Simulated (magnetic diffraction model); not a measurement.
**Magnetic neutron pattern of BaCu2S3**

Space group Pmmn (no. 59, origin choice 1), a = 5.0840 Å, b = 12.0930 Å, c = 4.2860 Å.

| site | atom | x | y | z |
| --- | --- | --- | --- | --- |
| 2a | Ba | 1/2 | 1/2 | 0.3273 |
| 4e | Cu | 0 | 0.6667 | 0.8482 |
| 2b | S | 0 | 1/2 | 0.5789 |
| 4e | S | 1/2 | 0.6714 | 0.8653 |

The compound is invented for this exercise: a known structure type with other elements, its cell scaled to their sizes and not relaxed.

Only Cu is taken to order (form factors of Cu2+); orders and moment sizes are assumed, and not adapted to the symmetry. Radiation: neutrons of λ = 2.567 Å, 8° to 75°; isotropic B of 0.23 Å² (Ba), 0.27 Å² (Cu) and 0.37 Å² (S). Simulated constant-wavelength pattern: nuclear and magnetic terms add, the magnetic one as |2.695 fm × Σ f S⊥ exp(2πi Q·r) exp(−B s²)|², summed over all Q at one angle with the factor 1/(sin²θ cos θ). For collinear order S is the moment m, which repeats by lattice and centring translations R with the sign exp(−2πi k·R). Free-ion form factors, Sears's scattering lengths of 1992, no absorption; a label names one of the reflections at its angle. The strongest nuclear line in the range is 100, and lines under 0.2 are left out.

Assume the order k = (1/2 0 0), collinear moments along [001], 0.89 μB on Cu; signs + at (0, 0.6667, 0.8482), + at (0, 0.3333, 0.8482), − at (1/2, 0.1667, 0.1518), − at (1/2, 0.8333, 0.1518).

Predict the pattern, nuclear and magnetic parts apart.

```tsv
2θ (°)	index	nuclear	magnetic
14.50	(1/2 0 0)	0.0	15.3
18.98	(1/2 1 0)	0.0	4.4
24.51	(0 2 0)	4.3	0.0
28.60	(1/2 2 0)	0.0	1.9
31.79	(1 1 0)	4.7	0.0
34.85	(0 0 1)	15.6	0.0
37.05	(0 1 1)	12.2	0.0
37.93	(1/2 0 1)	0.0	0.6
39.98	(1/2 1 1)	0.0	0.4
40.06	(1/2 3 0)	0.0	3.5
43.07	(0 2 1)	45.0	0.0
44.51	(3/2 0 0)	0.0	1.4
45.68	(1/2 2 1)	0.0	0.5
46.12	(1 0 1)	61.6	0.0
46.32	(3/2 1 0)	0.0	0.6
47.88	(1 1 1)	3.7	0.0
47.95	(1 3 0)	41.3	0.0
50.24	(0 4 0)	0.5	0.0
51.46	(3/2 2 0)	0.0	0.5
51.84	(0 3 1)	100.0	0.0
52.58	(1/2 4 0)	0.0	0.5
52.91	(1 2 1)	1.7	0.0
54.13	(1/2 3 1)	0.0	1.9
57.73	(3/2 0 1)	0.0	0.9
59.25	(3/2 1 1)	0.0	0.4
59.31	(3/2 3 0)	0.0	1.4
60.63	(1 3 1)	11.0	0.0
60.65	(2 0 0)	82.1	0.0
62.60	(0 4 1)	21.7	0.0
63.66	(3/2 2 1)	0.0	0.4
64.64	(1/2 4 1)	0.0	0.4
66.12	(1/2 5 0)	0.0	0.3
66.42	(2 2 0)	1.5	0.0
69.35	(3/2 4 0)	0.0	0.2
70.57	(1 4 1)	0.5	0.0
70.67	(3/2 3 1)	0.0	1.3
71.89	(2 0 1)	9.3	0.0
71.98	(1 5 0)	0.6	0.0
73.25	(2 1 1)	7.9	0.0
73.59	(0 0 2)	3.7	0.0
74.93	(0 1 2)	20.1	0.0
```

The strongest magnetic line in the range is (1/2 0 0) at 14.50° (15.3). On top of the Lorentz factor, which all lines share, magnetic lines fade with angle because f falls: for Cu2+ it is 0.93, 0.75, 0.55 and 0.23 at sin θ/λ = 0.1, 0.2, 0.3 and 0.5 Å⁻¹, while nuclear lengths stay constant. The order has no net moment.

[Logs are printed without paths, hosts, clocks, repeated set-up lines and the standing remarks that a program may print on its own settings, such as how far it seeks lower states.]
